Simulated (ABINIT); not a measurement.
# Y2CrH6 (Fm-3m): G0W0 with ABINIT, start to end, part 3 of 3

How does a plane-wave GW calculation on Y2CrH6 (Fm-3m) run from the first input to the gap?

ABINIT 10.8.3; LDA and many-body steps on it, plane waves. Known limits of the many-body steps: not at the basis limit; mesh may overstate the screening; no spin polarisation; d states lean on the start; no spin-orbit coupling; coarse k mesh.

So far. Step 4 (Empty states on the mesh, 2×2×2 mesh, 60 bands): On this mesh the gap is 0.246 eV. Step 5 (Screening, 2×2×2 mesh, 56 bands, screening to 87.1 eV): Local fields lower ε∞ by 17 %. On a Γ-centred mesh this coarse the value itself is usually too large, while a short band sum pulls it down.

## 6. Self-energy, 2×2×2 mesh, 56 bands, screening to 87.1 eV

The self-energy is evaluated for the states that the input lists, and the levels follow from it, in one-shot runs by the linearised quasiparticle equation.

This step: G0W0 on LDA, plane waves, norm-conserving pseudopotentials.

The input, run.abi:

```
acell 3*1.0 Angstrom
rprim 
  0.000000000000 3.499313000000 3.499313000000
  3.499313000000 0.000000000000 3.499313000000
  3.499313000000 3.499313000000 -0.000000000000
ntypat 3
znucl 39 24 1
natom 9
typat 1 1 2 3 3 3 3 3 3
xred 
  0.750000000000 0.750000000000 0.750000000000
  0.250000000000 0.250000000000 0.250000000000
  0.000000000000 0.000000000000 0.000000000000
  0.754389000000 0.754389000000 0.245611000000
  0.245611000000 0.754389000000 0.245611000000
  0.754389000000 0.245611000000 0.245611000000
  0.245611000000 0.245611000000 0.754389000000
  0.754389000000 0.245611000000 0.754389000000
  0.245611000000 0.754389000000 0.754389000000
pp_dirpath "pseudos"
pseudos "Y.upf, Cr.upf, H.upf"
ecut 43
ngkpt 2 2 2
nshiftk 1
shiftk 0 0 0
kptopt 1
chksymbreak 0
istwfk *1
occopt 1
irdwfk 1
optdriver 4
nband 56
gwcalctyp 0
ecutsigx 43
symsigma 1
nkptgw 2
kptgw 
  0.0000000000 0.0000000000 0.0000000000
  0.5000000000 0.5000000000 0.0000000000
bdgw 
  19 23
  20 23
ecuteps 3.2
irdscr 1
ppmodel 1
indata_prefix "in"
outdata_prefix "out"
tmpdata_prefix "tmp"
```

Launch:

```bash
> OMP_NUM_THREADS=1 mpirun -n 4 abinit run.abi > log
```

Numbers of over 12 decimals in the logs are rounded to 6 here.

The log of the run:

```text
.Version 10.8.3 of ABINIT. v10.8.2 released Aug 2026.

 Symmetries : space group Fm -3 m (#225); Bravais cF (face-center cubic)
[... echo of the input left out ...]
== DATASET  1 ==================================================================
-   mpi_nproc: 4, omp_nthreads: 1 (-1 if OMP is not activated)

--- !DatasetInfo
iteration_state: {dtset: 1, }
dimensions: {natom: 9, nkpt: 3, mband: 56, nsppol: 1, nspinor: 1, nspden: 1, mpw: 7848, }
cutoff_energies: {ecut:  43.0, pawecutdg:  -1.0, }
electrons: {nelect:   4.20000000E+01, charge:   0.00000000E+00, occopt:   1.00000000E+00, tsmear:   1.00000000E-02, }

 SIGMA: Calculation of the GW corrections

 Based on a program developped by R.W. Godby, V. Olevano, G. Onida, and L. Reining.
 Incorporated in ABINIT by V. Olevano, G.-M. Rignanese, and M. Torrent.
.Using double precision arithmetic ; gwpc =  8

[... cell and pseudopotentials left out ...]
--------------------------------------------------------------------------------

 ==== K-mesh for the wavefunctions ====
 Number of points in the irreducible wedge :     3
[... list of points left out ...]
 Together with 48 symmetry operations and time-reversal symmetry
 yields     8 points in the full Brillouin Zone.

 ==== Q-mesh for screening function ====
 Number of points in the irreducible wedge :     3
[... list of points left out ...]
 Together with 48 symmetry operations and time-reversal symmetry
 yields     8 points in the full Brillouin Zone.

 vcoul_init : cutoff-mode = AUXILIARY_FUNCTION
 q-points for optical limit:   1
     1)      0.000010    0.000020    0.000030
 setmesh: FFT mesh size selected  =    60x   60x   60
          total number of points  =       216000

 Number of electrons calculated from density =   42.0000; Expected =   42.0000
 average of density, n =  0.072623
 r_s =    1.4869
 omega_plasma =   25.9952 [eV]

 === KS Band Gaps ===
  >>>> For spin  1
   Minimum direct gap =   0.4700 [eV], located at k-point      :   0.5000  0.5000  0.0000
   Fundamental gap    =   0.2463 [eV], Top of valence bands at :   0.0000  0.0000  0.0000
                                       Bottom of conduction at :   0.5000  0.5000  0.0000
 SIGMA fundamental parameters:
 PLASMON POLE MODEL  1
 number of plane-waves for SigmaX                 7799
 number of plane-waves for SigmaC and W            169
 number of plane-waves for wavefunctions          7799
 number of bands                                    56
 number of independent spin polarizations            1
 number of spinorial components                      1
 number of k-points in IBZ                           3
 number of q-points in IBZ                           3
 number of symmetry operations                      48
 number of k-points in BZ                            8
 number of q-points in BZ                            8
 number of frequencies for dSigma/dE                 9
 frequency step for dSigma/dE [eV]                0.25
 number of omega for Sigma on real axis              0
 max omega for Sigma on real axis  [eV]           0.00
 zcut for avoiding poles [eV]                     0.10

 EPSILON^-1 parameters (SCR file):
 dimension of the eps^-1 matrix on file            169
 dimension of the eps^-1 matrix used               169
 number of plane-waves for wavefunctions          7799
 number of bands                                    56
 number of q-points in IBZ                           3
 number of frequencies                               2
 number of real frequencies                          1
 number of imag frequencies                          1

 matrix elements of self-energy operator (all in [eV])

 Perturbative Calculation

--- !SelfEnergy_ee
iteration_state: {dtset: 1, }
kpoint     : [   0.000,    0.000,    0.000, ]
spin       : 1
KS_gap     :    1.912
QP_gap     :    2.412
Delta_QP_KS:    0.501
data: !SigmaeeData |
     Band     E0 <VxcDFT>   SigX SigC(E0)      Z dSigC/dE  Sig(E)    E-E0       E
       19   7.570 -20.024 -21.729   3.392   0.735  -0.361 -18.785   1.240   8.810
       20   7.570 -20.024 -21.729   3.392   0.735  -0.361 -18.785   1.240   8.810
       21   7.570 -20.024 -21.729   3.392   0.735  -0.361 -18.785   1.240   8.810
       22   9.482 -18.252 -10.839  -5.102   0.753  -0.328 -16.512   1.741  11.223
       23   9.482 -18.252 -10.839  -5.102   0.753  -0.328 -16.512   1.741  11.223

--- !SelfEnergy_ee
iteration_state: {dtset: 1, }
kpoint     : [   0.500,    0.500,    0.000, ]
spin       : 1
KS_gap     :    0.470
QP_gap     :    0.567
Delta_QP_KS:    0.097
data: !SigmaeeData |
     Band     E0 <VxcDFT>   SigX SigC(E0)      Z dSigC/dE  Sig(E)    E-E0       E
       20   7.347 -19.145 -20.583   3.166   0.740  -0.352 -17.867   1.278   8.625
       21   7.347 -19.145 -20.583   3.166   0.740  -0.352 -17.867   1.278   8.625
       22   7.817 -11.929  -6.589  -3.626   0.802  -0.246 -10.553   1.376   9.192
       23   8.805 -19.762 -12.527  -4.980   0.746  -0.340 -18.079   1.683  10.489

== END DATASET(S) ==============================================================
================================================================================

 -outvars: echo values of variables after computation  --------
           etotal      0.0000000000E+00
            nband          56
             nkpt           3
          spgroup         225
 [... the other variables as echoed above ...]

 Calculation completed.
```

Elapsed: 4.4 s, on 4 MPI ranks of Arm Neoverse V2, shared host; peak memory 1 GiB.

This step gave:

- G0W0 gap on the points computed: 0.3820 eV
- starting gap on the mesh: 0.2463 eV
- k of the valence top: 0, 0, 0
- k of the conduction bottom: 0.5, 0.5, 0
- Z at the valence top: 0.735
- Z at the conduction bottom: 0.802
- least direct G0W0 gap on the computed points: 0.5670 eV

The gap on the mesh goes from 0.25 eV to 0.38 eV, a correction of +0.14 eV.

Limits: finite bands, cutoff and mesh; no spin polarisation; d states lean on the start; no spin-orbit coupling; coarse k mesh. v1 is the top filled band, c1 the lowest empty one. The levels before and after the correction (eV, zero at the valence-band top of each column):

```tsv
	conduction bottom	valence top
Kohn-Sham	0.25	0.00
G0W0	0.38	0.00
```

```tsv
	level	energy (eV)
Kohn-Sham	Γ v3-v1	0.000
Kohn-Sham	Γ c1-c2	1.912
Kohn-Sham	(0.5 0.5 0) v2-v1	-0.224
Kohn-Sham	(0.5 0.5 0) c1	0.246
Kohn-Sham	(0.5 0.5 0) c2	1.235
G0W0	Γ v3-v1	0.000
G0W0	Γ c1-c2	2.413
G0W0	(0.5 0.5 0) v2-v1	-0.185
G0W0	(0.5 0.5 0) c1	0.382
G0W0	(0.5 0.5 0) c2	1.679
```

## 7. Where the time went

Times are wall times on 4 MPI ranks of Arm Neoverse V2, shared host, good to a factor of about two.

```tsv
step	time	share	memory (GiB)
ground state	64 s	45 %	0.49
bands along the symmetry lines	51 s	36 %	0.41
empty states on the mesh	17 s	12 %	0.35
screening	6.9 s	5 %	0.87
self-energy	4.4 s	3 %	1.0
```

## 8. What came out

| Quantity | Value |
| --- | --- |
| LDA gap | 0.25 eV, indirect |
| G0W0 gap on the mesh | 0.38 eV |
| GW settings | 2×2×2 mesh, 56 bands, screening to 87.1 eV, Godby-Needs plasmon pole |
| known limits | not at the basis limit; mesh may overstate the screening; no spin polarisation; d states lean on the start; no spin-orbit coupling; coarse k mesh |

G0W0 moves the gap on the mesh from 0.25 eV to 0.38 eV (+0.14 eV), with Z of 0.73 and 0.80 at the edges. Local fields lower the RPA ε∞ on this mesh from 67.79 to 55.99; a Γ-centred mesh this coarse tends to raise both, most where the direct gap is narrow, while a short band sum lowers them. Only 2 of the mesh's irreducible points were corrected, so a valley elsewhere could overtake. Bands and cutoff are finite, so the gap is not at the basis limit. The miss can reach some tenths of an eV and take either sign; the mesh is an error of its own. In the G0W0 run levels were corrected at 2 k points alone, so a gap called «on the mesh» is the least over those, and an edge elsewhere would be missed. The 2×2×2 mesh is coarse for this cell, which bears on the long-range parts of exchange and screening. The RPA ε∞ on this mesh reaches over 25; with a narrow direct gap a coarse mesh can overstate it, and the correction is then too small. The runs have no spin polarisation. For a closed low-spin shell that is the natural state; where a d or f shell is open it is a constraint, and the gap is then not the crystal's own. With d states at the gap, one-shot GW leans hard on its start. The many-body steps are scalar-relativistic: spin-orbit coupling is not in them.

[Paths, hosts, dates, memory and timing lines, banners, echoed tables and standing remarks are left out of the program output.]

[Logs are printed without paths, hosts, clocks, repeated set-up lines and the standing remarks that a program may print on its own settings, such as how far it seeks lower states.]

[Runs of the session that timed out or met a known fault of the program may be left out.]

[No measured gap is set beside runs whose start may be inverted or whose files or cutoffs have a known fault.]

[Hosts, paths, dates, database ids (printed as entryN), source tags and the programs' standing remarks are cut or masked in the printed files.]

[G0W0 gaps are taken among the corrected bands and points alone; a level outside them can change the order at an edge.]

[Where Ansatz stands beside ABINIT at settings called matched, ABINIT's density can come from a denser mesh and the files from another edition; pairs whose starting gaps differed by over 0.03 eV were left out, so agreement reads better than it is.]
